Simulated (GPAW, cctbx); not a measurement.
# Bonding in K3Y3Sn2Ir as X-rays see it

Question: by how much does bonding change the X-ray structure factors of K3Y3Sn2Ir, how firmly does DFT give the change, and what does a routine refinement make of it?

The start was made by putting kin elements into a known structure type; the compound need not exist, or be stable, in this form. All numbers below are calculated.

## Step 1: Find the equilibrium geometry

The density hangs on the geometry, so cell and atoms are relaxed first, with the symmetry held. The cutoff is set higher than for the density because stress converges slowly with plane waves.

Settings: GPAW 26.7.0, PBE, 570 eV, 4×4×2 k-points (along the axes of the calculation cell), Fermi–Dirac width 0.1 eV, BFGS to 0.03 eV/Å.

```text
cell
1.0
     5.464000000    0.000000000    0.000000000
    -2.732000000    4.731962806    0.000000000
     0.000000000    0.000000000   12.592000000
Ir Sn Y K
1 2 3 3
Direct
0.000000000 0.000000000 0.500000000
0.333333333 0.666666667 0.856600000
0.333333333 0.666666667 0.143400000
0.666666667 0.333333333 0.000000000
0.666666667 0.333333333 0.665800000
0.666666667 0.333333333 0.334200000
0.333333333 0.666666667 0.500000000
0.000000000 0.000000000 0.813700000
0.000000000 0.000000000 0.186300000
```

```console
$ OMP_NUM_THREADS=1 mpirun -n 4 gpaw python run.py > gpaw.log
```

```text
BFGS:    0      -31.403118        1.692315
BFGS:    1      -31.473529        1.672755
BFGS:    2      -31.893116        1.531641
BFGS:    3      -32.269735        1.349571
...
BFGS:   25      -33.333750        0.042175
BFGS:   26      -33.334008        0.037779
BFGS:   27      -33.334425        0.024261
cell  5.4392 5.4392 10.4273  90.00 90.00 120.00
volume 267.161 A^3, largest force 0.025 eV/A, largest stress 0.13 GPa
```

The cell moved far, while the k-mesh and basis were chosen for the start, so the final shape may be somewhat biased.

After 27 steps the volume has changed by -17.9 % and the energy by -1.931 eV; the largest stress left is 0.13 GPa. It took 16 min on 4 cores of Arm Neoverse V1 (shared host), peak memory 2 GiB.

Relaxed structure: P-6m2 (no. 187), a = 5.4392 Å, b = 5.4392 Å, c = 10.4273 Å, α = 90.00°, β = 90.00°, γ = 120.00°.

```
atom  mult.    x    y       z
 Ir1      1    0    0     1/2
 Sn1      2  1/3  2/3  0.8563
  Y1      1  2/3  1/3       0
  Y2      2  2/3  1/3  0.6549
  K1      1  1/3  2/3     1/2
  K2      2    0    0  0.7984
```

## Step 2: The all-electron density

X-rays see the whole electron density, so the PAW density is rebuilt with its core regions. Subtracting spherical free atoms from the same code cancels the cores and leaves the deformation density Δρ, the part due to bonding.

Settings: PBE, 450 eV, 5×5×3 k-points (along the axes of the calculation cell), Fermi–Dirac width 0.1 eV; primitive cell of 9 atoms.

```console
$ OMP_NUM_THREADS=1 mpirun -n 4 gpaw python run.py > gpaw.log
```

```text
|iter:   1|       0s |  -35.935399 | -0.05 |       |
|iter:   2|       2s |  -34.719180 | -1.24 | -1.20 |
|iter:   3|       5s |  -33.455390 | -1.04 | -1.27 |
...
|iter:  11|      25s |  -33.043826c| -6.17 | -4.13c|
|iter:  12|      28s |  -33.043813c| -6.93 | -4.47c|
|iter:  13|      30s |  -33.043814c| -7.52c| -5.22c|
```

```text
grid (54, 54, 108)  electrons 351.000  moved by bonding 1.941 e
deformation density beyond 0.5 A of the nuclei: max 0.220, min -0.082 e/A^3
atom        x       y       z   Voronoi charge  moment
Ir1    0.0000  0.0000  0.5000     -0.516       0.00
Sn2    0.3333  0.6667  0.8563     -0.283       0.00
Sn3    0.3333  0.6667  0.1437     -0.283       0.00
Y 4    0.6667  0.3333  0.0000      0.167       0.00
Y 5    0.6667  0.3333  0.6549      0.200       0.00
Y 6    0.6667  0.3333  0.3451      0.200       0.00
K 7    0.3333  0.6667  0.5000      0.166       0.00
K 8    0.0000  0.0000  0.7984      0.175       0.00
K 9    0.0000  0.0000  0.2016      0.175       0.00
mean inner potential of superposed free atoms 17.073 V
total magnetic moment 0.000 muB
```

Deformation density in a plane through the shortest contact of the Sn atom at the origin, in 0.01 e/Å³ (clipped at ±99); x from -1.6 to 4.6 Å, y from 2.4 down to -2.4 Å:

```text
 -1  -2   0  -1  -1  -1  -1  -1  -1  -1  -1  -1  -1   0  -2  -1
 -1  -1  -1  -1   0   0   0   0   0   0   0   0  -1  -1  -1  -1
  0   0   0   1   1   1   1   1   1   1   1   1   1   0   0   0
  0   1   1   1   1   1   1   1   1   1   1   1   1   1   1   0
  0   1   1  -1  -2  -2   0   2   2   0  -2  -2  -1   1   1   0
  0   0  -1  -3   .  -2  -3   1   1  -3  -2   .  -3  -1   0   0
  0   0  -1   .   .  -1  -4   1   1  -4  -1   .   .  -1   0   0
  0   0  -1  -2   .  -3  -3   2   2  -3  -3   .  -2  -1   0   0
  0   1   1  -1  -2  -2   0   2   2   0  -2  -2  -1   1   1   0
  0   2   3   4   3   3   2   2   2   2   3   3   4   3   2   0
 -1   1   3   4   4   3   2   0   0   2   3   4   4   3   1  -1
 -2   0   2   3   3   2   0  -2  -2   0   2   3   3   2   0  -2
  2   0   2   2   2   0   0  -2  -2   0   0   2   2   2   0   2
```

Atoms in or within 0.15 Å of the plane: Sn (0.0, 0.0), Sn (3.0, 0.0) Å. Dots mark points within about 0.45 Å of a nucleus; large values next to them are atomic features.

Ir gains most (-0.52 e) and Y loses most (+0.19 e), in averages over each element's sites; Ir is the most electronegative element, but the order of the others doesn't follow electronegativity. Along the shortest contact from the Sn atom at the map's origin, Sn–Sn at 3.00 Å, Δρ is +0.02 e/Å³ at the midpoint: little piles up between the atoms. At the midpoints of other shortest contacts it is +0.01 (Ir–K, 3.11 Å), +0.01 (Sn–K, 3.20 Å) and +0.02 (Y–Y, 3.23 Å) e/Å³. Point values carry grid noise of about 0.01 e/Å³. The run needed 13 iterations, 41 s.

## Step 3: Structure factors

The Fourier components of Δρ, added to those of the free atoms, give the static X-ray structure factors; the Mott–Bethe relation turns them into the Fourier components V of the potential that fast electrons feel.

```text
static structure factors of the conventional cell: F in electrons, V (Mott-Bethe) in volts
   h  k  l      d  |F| table  |F| free   |F| DFT   change   |V| free  |V| DFT  change %
   0  0  1 10.4273    27.247    27.272    27.381    0.109     0.492    0.289    -41.2
   0  0  2  5.2137    50.144    50.150    50.376    0.226     0.835    0.730    -12.6
   1  0  0  4.7105     3.223     3.162     3.222    0.061     0.763    0.808      5.9
   1  0  1  4.2928    88.507    88.505    88.993    0.488     1.822    1.673     -8.2
   1  0  2  3.4952    43.957    43.933    44.180    0.246     0.190    0.154    -18.8
   0  0  3  3.4758    90.829    90.760    92.007    1.247     2.274    2.016    -11.4
   1  0  3  2.7968   182.892   182.862   182.430   -0.432     5.462    5.521      1.1
   1  1  0  2.7196   285.674   285.608   285.448   -0.160     8.298    8.318      0.2
   1  1  1  2.6316    24.809    24.745    24.911    0.166     0.332    0.312     -5.9
   0  0  4  2.6068     2.431     2.378     2.425    0.047     0.046    0.052     11.8
   1  1  2  2.4113    45.484    45.405    45.372   -0.032     0.652    0.655      0.5
   2  0  0  2.3552     1.967     2.024     1.671   -0.352     0.238    0.264     10.8
   2  0  1  2.2974    79.408    79.321    78.869   -0.452     1.354    1.396      3.1
   1  0  4  2.2809   114.293   114.206   113.934   -0.272     2.450    2.474      1.0
```

The largest X-ray change is +1.25 e on 003, 1.4 % of |F|. For electrons V goes as (Z − F)/g², so a change of F counts against Z − F, which is small at low angle and wherever the atoms' terms cancel: |V| of 001 moves by -41.2 % (0.49 to 0.29 V) against +0.4 % in |F|. The last three rows still change by up to 0.45 e; the table stops while the angles are still low. The tabulated Hartree–Fock atoms differ from the free DFT atoms by up to 0.09 e, so the choice of reference atom matters too.

## Step 4: The functional ladder

The same geometry is run with other functionals, to see whether the bonding signal is larger than the spread between approximations. Free atoms are LDA for LDA and PBE otherwise; meta-GGAs and hybrids keep PBE cores. Any other changed setting is in the row's label.

| run | ΔF 003 (e) | ΔF 101 (e) | ΔF 103 (e) | q(Ir) (e) | moved (e) | time |
| --- | --- | --- | --- | --- | --- | --- |
| PBE | +1.247 | +0.488 | -0.432 | -0.516 | 1.941 | 41 s |
| LDA | +1.216 | +0.478 | -0.414 | -0.509 | 1.857 | 41 s |
| r2SCAN | +1.477 | +0.573 | -0.481 | -0.600 | 2.238 | 4.8 min |

At the base's settings ΔF(003) spans +1.216 to +1.477 e, a spread of 21 % of the PBE value; over the three listed reflections the spread is at most 21 %, so sign and size hold across the functionals. Times are from shared hosts.

## Step 5: Refining ordinary atoms against data with bonding

Routine crystallography fits spherical atoms. To see the bias, intensities are simulated from tabulated atoms plus the DFT change ΔF, so that bonding alone can misfit (17530 reflections of the full sphere, merged to the counts below, to 0.4 Å, 1.5 % proportional noise plus counting noise, assumed isotropic U as listed, Δρ smeared by the mean U) and refined with cctbx over different ranges.

| range | data | R1 | GooF | U Ir1 (true 0.0069) | U Sn1 (true 0.0082) | U Y1 (true 0.009) | U Y2 (true 0.009) | largest shift (Å) | Δρ max, min (e/Å³) |
| --- | --- | --- | --- | --- | --- | --- | --- | --- | --- |
| all data | 1756 | 0.0065 | 0.94 | 0.0069 | 0.0082 | 0.0090 | 0.0090 | 0.0002 | 0.48, -0.33 |
| low resolution, d > 0.84 | 229 | 0.0040 | 0.92 | 0.0070 | 0.0082 | 0.0091 | 0.0091 | 0.0003 | 0.14, -0.10 |
| high order, d < 0.75 | 1443 | 0.0078 | 0.94 | 0.0069 | 0.0082 | 0.0090 | 0.0090 | 0.0004 | 0.40, -0.27 |
| occupancies free, d > 0.7 | 370 | 0.0042 | 0.94 | 0.0070 | 0.0082 | 0.0090 | 0.0089 | 0.0009 | 0.17, -0.17 |

With all data GooF is 0.94, so at this noise the bonding hardly shows; the top residual peak lies 2.10 Å from K and 2.10 Å from K. No U is off by more than 3 s.u. at low resolution. With Ir1 held at 1 and the scale free, the other occupancies refine to Sn1 0.997(0.002), Y1 0.999(0.002), Y2 0.996(0.002) and K1 1.001(0.005), within three s.u. of full.

## Step 6: Answer

Bonding moves 1.94 e in the primitive cell of K3Y3Sn2Ir and changes the structure factors of the conventional cell in the table above by at most 1.25 e (003, 1.4 %). The shortest bond, Sn–Sn, has Δρ = +0.02 e/Å³ at its midpoint. At the base's settings ΔF(003) spans +1.216 to +1.477 e, a spread of 21 % of the PBE value; over the three listed reflections the spread is at most 21 %, so sign and size hold across the functionals. With all data GooF is 0.94, so at this noise the bonding hardly shows. Limits: static density, frozen cores, no spin–orbit coupling.

[Outputs are excerpts: Python notices, other lines and further rows are left out; steps that failed or that the build refused (PBEsol, TPSS) are not shown.]

[Logs are printed without paths, hosts, clocks, repeated set-up lines and the standing remarks that a program may print on its own settings, such as how far it seeks lower states.]
